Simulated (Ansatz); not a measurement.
# Memory against size: rutile SnO2, size series (96 atoms) repeated, support functions

The cell holds 96 atoms: 32 Sn and 64 O. Its edges and angles: a = 9.474 Å, b = 9.474 Å, c = 12.744 Å, α = 90.0°, β = 90.0°, γ = 90.0°. It derives from SnO2 (rutile), repeated 2×2×4. Rutile SnO2 (cell 4.737, 4.737, 3.186, 90, 90, 90), 2 x 2 x 4 conventional cells; ideal positions.

Calculated with Ansatz 0.2.0: Kohn-Sham DFT, revPBE, PAW (set soft_2), localised support functions (medium); the typed cell is repeated and solved at Γ on 1 × NVIDIA GB200 with 32 threads of Arm Neoverse V2, shared host.

```
atoms  memory planned on the GPU (GiB)  repeats  SCF cycles
   96                              3.7    1×1×1          11
  384                             10.3    2×2×1          11
  768                             19.1    2×2×2          12
 1728                                ?        ?           ?
```

Task: Fit a power law of the atom count to the rows given and extrapolate to the withheld row.

**Working.**

A power law y = A x^b is a line in u = ln x and v = ln y.

| u = ln x | v = ln y |
| --- | --- |
| 4.56435 | 1.30833 |
| 5.95064 | 2.33214 |
| 6.64379 | 2.94969 |

With n = 3: mean u = 5.71959, mean v = 2.19672, Σ(u − ū)² = 2.2421, Σ(u − ū)(v − v̄) = 1.7535. Slope b = 1.7535 / 2.2421 = 0.78207; intercept a = v̄ − b ū = -2.2764.

At the withheld row u = 7.455, v = a + b u = 3.554, and y = exp(v).

Prediction at 1728: 34.94 GiB. The run gave 45.3 GiB, so the fit is low by 10 GiB (23 % of the value).

The fitted exponent is 0.78. Between neighbouring rows, the withheld one included, the exponents are 0.74, 0.89 and 1.1, so one power law doesn't hold over the range. Among the rows given, the largest relative miss of the fit is at 384, by 0.48 GiB (4.6 %).

Limits: One run a row. Whether the card's size bounds the plan at the largest cells wasn't tested.

[Logs are printed without paths, hosts, clocks, repeated set-up lines and the standing remarks that a program may print on its own settings, such as how far it seeks lower states.]

[Hosts, paths, dates, database ids (printed as entryN), source tags and the programs' standing remarks are cut or masked in the printed files.]
